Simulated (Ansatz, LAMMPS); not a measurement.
# Glassy 57SiO2-27Al2O3-16BaO (mol %) (149 atoms): geometry optimisation, part 2 of 2

How does glassy 57SiO2-27Al2O3-16BaO (mol %) (149 atoms) relax, and what do bonds, charges and levels look like afterwards?

Ansatz 0.2.0; Kohn-Sham DFT, r2SCAN, PAW (set soft_2), plane waves.

The cell: 25 Si, 24 Al, 7 Ba and 93 O. The quench rate of 25 K/ps far exceeds what a furnace or splat quench reaches. The network of bonds at the start is that of the classical potential that made the cell. Only the Γ point is sampled, in a cell whose shortest periodic width is 12 Å. Spin–orbit coupling is left out.

So far, density (g/cm³): step 5 (distances and neighbours after relaxation) 3.40.

## (6) Single point at the relaxed geometry (continued)

States in the cell by windows of 1 eV, zero at the Fermi level; the larger projections on atomic orbitals stand beside the total:

```tsv
from (eV)	to (eV)	total	O p	O s	Ba p
-18	-17	18.3	0.1	15.0	0.1
-17	-16	1.2	0.0	1.0	0.0
-16	-12	0.0	0.0	0.0	0.0
-12	-11	28.1	1.1	0.3	26.3
-11	-10	14.8	1.2	0.2	12.9
-10	-9	7.6	5.2	0.3	0.0
-9	-8	14.0	9.8	0.6	0.1
-8	-7	23.3	16.8	0.9	0.1
-7	-6	40.2	30.5	0.9	0.1
-6	-5	55.7	43.5	1.2	0.2
-5	-4	71.1	58.1	2.0	0.3
-4	-3	86.3	75.7	1.8	0.4
-3	-2	102.4	94.5	1.2	0.5
-2	-1	107.2	101.8	0.8	0.4
-1	0	47.9	46.1	0.2	0.1
0	1	1.5	1.4	0.0	0.0
1	4	0.0	0.0	0.0	0.0
4	5	2.0	0.0	0.5	0.0
```

The curve was stored every 0.100 eV, coarse against its broadening of 0.08 eV, so these counts are rough.

With fixed occupations the program's Fermi level is the highest filled level; weight inside the gap is the broadening of levels at its edges.

Between -26 and -18 eV lie 169 more states.

The levels nearest the highest filled one (over half full), pooled over k-points and spins:

```tsv
level less the highest filled one (eV)	occupation
-0.511	2
-0.417	2
-0.370	2
-0.265	2
-0.192	2
0	2
4.63	0
5.27	0
5.54	0
5.79	0
5.89	0
5.94	0
```

Electrostatic potential energy in the bc plane at fractional x = 0.014, with atoms of Si and Al and Ba and O within 0.2 Å of it. With pseudopotentials it is smooth inside the atoms' cores, unlike the true potential.

Ten even steps from '0' (-38 eV) to '9' (12 eV), each cell a mean:
```
76678999998876679999999999999999998
32236899986555789999999999999999986
00014789975676579999999999999999873
10014799986565667999999999888999874
43347899998767621589998887545789886
88888999999999743456741143000478998
99999988889999985100420033000489999
99986664578899985000476687544479999
99986531154126987545789999861028999
99999864462004998522699999984248999
99999988888668998300488999998645789
99999999999999999755666788886100479
99999999999999999987555565576201578
99999999999999999997555577788767899
99999999999998889998776789999999999
99999999999876567888999999999999999
99999998446756766899999999999999999
99999995002765656899999999999999999
66899997336887678999999988999999999
21477899999888999999997545789988897
65656889987788999999985100465578899
98777643676678999999986101530049999
99888510477677789999998766863379999
98899866888884359999999999999999999
```
Columns run along b (12.3 Å; values clipped at the 3rd and 97th percentile), rows up along c (12.3 Å). Atoms in or near the plane, at fractional coordinates: Si at (0.78, 0.74), Al at (0.35, 0.88), Ba at (0.05, 0.87), O at (0.53, 0.56), O at (0.33, 0.61), O at (0.65, 0.73), O at (0.25, 0.26), O at (0.82, 0.09).

ELF in the bc plane at fractional x = 0.014, with atoms of Si and Al and Ba and O within 0.2 Å of it. It is the smooth field of the valence electrons, not physical close to the nuclei.

Values, 13 rows by 16 columns, each cell a mean:
```
0.68 0.59 0.23 0.19 0.07 0.24 0.65 0.47 0.05 0.08 0.08 0.02 0.06 0.10 0.03 0.37
0.40 0.57 0.43 0.20 0.21 0.02 0.23 0.42 0.22 0.02 0.07 0.05 0.23 0.24 0.07 0.74
0.75 0.63 0.15 0.09 0.14 0.15 0.75 0.78 0.52 0.37 0.70 0.37 0.29 0.34 0.08 0.41
0.12 0.39 0.42 0.16 0.12 0.17 0.31 0.63 0.26 0.69 0.62 0.66 0.21 0.41 0.28 0.03
0.22 0.74 0.79 0.35 0.66 0.70 0.48 0.24 0.54 0.37 0.37 0.21 0.66 0.69 0.70 0.09
0.09 0.16 0.22 0.18 0.62 0.70 0.46 0.50 0.67 0.72 0.15 0.14 0.34 0.69 0.40 0.23
0.45 0.03 0.05 0.05 0.09 0.19 0.10 0.28 0.57 0.47 0.27 0.76 0.65 0.26 0.43 0.76
0.20 0.02 0.01 0.02 0.07 0.43 0.43 0.09 0.34 0.32 0.22 0.70 0.59 0.20 0.19 0.28
0.01 0.01 0.10 0.48 0.44 0.26 0.19 0.32 0.76 0.63 0.10 0.07 0.04 0.03 0.14 0.06
0.50 0.24 0.21 0.73 0.66 0.55 0.04 0.13 0.23 0.14 0.09 0.19 0.04 0.02 0.03 0.25
0.78 0.65 0.15 0.37 0.52 0.21 0.09 0.14 0.06 0.10 0.22 0.19 0.28 0.40 0.18 0.64
0.52 0.37 0.63 0.67 0.43 0.14 0.20 0.09 0.04 0.15 0.29 0.21 0.74 0.69 0.49 0.23
0.05 0.17 0.72 0.75 0.41 0.50 0.80 0.62 0.08 0.18 0.19 0.18 0.65 0.76 0.38 0.02
```
Columns run along b (12.3 Å), rows up along c (12.3 Å). Atoms in or near the plane, at fractional coordinates: Si at (0.78, 0.74), Al at (0.35, 0.88), Ba at (0.05, 0.87), O at (0.53, 0.56), O at (0.33, 0.61), O at (0.65, 0.73), O at (0.25, 0.26), O at (0.82, 0.09).

Mean Löwdin charges: Al +1.37, Ba +1.94, O -0.88, Si +1.78 e (they miss 1.2 % of the electrons, so they add up to more than the cell's charge).

Local excerpt of 16 atoms (numbers count through the whole input) about Al29, which has 5 bonded neighbours where the commonest count for Al is 4; x, y, z are measured from there.

```tsv
atom	x	y	z	distance (Å)	bonds	Löwdin charge (e)
Al29	0.00	0.00	0.00	0.00	5	1.34
O103	0.31	-0.44	-1.66	1.75	4	-0.90
O78	1.30	-0.84	0.92	1.80	2	-0.85
O68	-1.44	1.02	-0.41	1.81	4	-1.02
O112	-1.21	-1.27	0.95	2.00	3	-0.88
O76	1.19	1.62	0.35	2.04	4	-0.82
O129	-0.54	1.09	2.10	2.43	3	-0.87
Si12	1.03	1.50	2.02	2.72	4	1.78
Al41	-1.69	-0.22	2.31	2.87	4	1.42
Al36	-0.67	-2.92	0.64	3.06	4	1.38
Al37	-3.09	0.59	-0.03	3.15	4	1.32
Al47	-0.32	-1.94	-2.52	3.19	5	1.39
Si18	1.91	-2.27	1.27	3.22	4	1.78
Al49	1.54	0.02	-2.93	3.31	6	1.34
O107	-0.48	-3.13	-1.12	3.36	3	-0.88
Al40	1.81	2.74	-0.97	3.42	4	1.42
```

## (7) Outcome

```yaml
energy_change_in_the_relaxation: -83.79 meV/atom
r_m_s_displacement: 0.277 Å
largest_displacement: 1.699 Å
free_energy_per_atom: -830.8173 eV/atom
pressure: 1.307 GPa
r_m_s_force_component: 0.00607 eV/Å
spacing_of_highest_filled_and_lowest_empty_level: 4.628 eV
wall_time_of_the_3_dft_runs: 21 min
```

Relaxation lowers the energy by 83.8 meV/atom and moves atoms by 0.28 Å r.m.s.; the r.m.s. force component goes from 1.3 to 0.0061 eV/Å, the pressure goes from 5.0 to 1.3 GPa, and the gap from 4.13 to 4.63 eV. By the final cutoffs 14 of 267 bonded pairs parted and 17 joined. From the first step to the last the energy fell by 12.484 eV, and the largest move was 1.70 Å (Ba52). The O-Ba bonds change most in mean length: from 3.054 Å (spread 0.267) to 2.977 Å (spread 0.283). Counting bonds as in the table, 79 % of Al atoms have 4, 56 % of O atoms have 3 and 96 % of Si atoms have 4 bonded neighbours. 80 % of the oxygens bridge two formers and 1 % are non-bridging; 19 % join three. The highest filled and lowest empty levels differ by 4.63 eV (at Γ alone); a semilocal functional tends to put such gaps too low. In a disordered cell it changes from sample to sample, and tail or defect levels can set it.

What to keep in mind: The network of bonds at the start is that of the classical potential that made the cell; in DFT 14 of its 267 bonded pairs passed out of the cutoffs and 17 came within them.

[Long decimals in the printed logs are rounded to 6 places.]

[Logs are printed without paths, hosts, clocks, repeated set-up lines and the standing remarks that a program may print on its own settings, such as how far it seeks lower states.]

[Hosts, paths, dates, database ids (printed as entryN), source tags and the programs' standing remarks are cut or masked in the printed files.]

[A walk said to have stopped at its limit may instead have ended on an SCF cycle that didn't converge.]
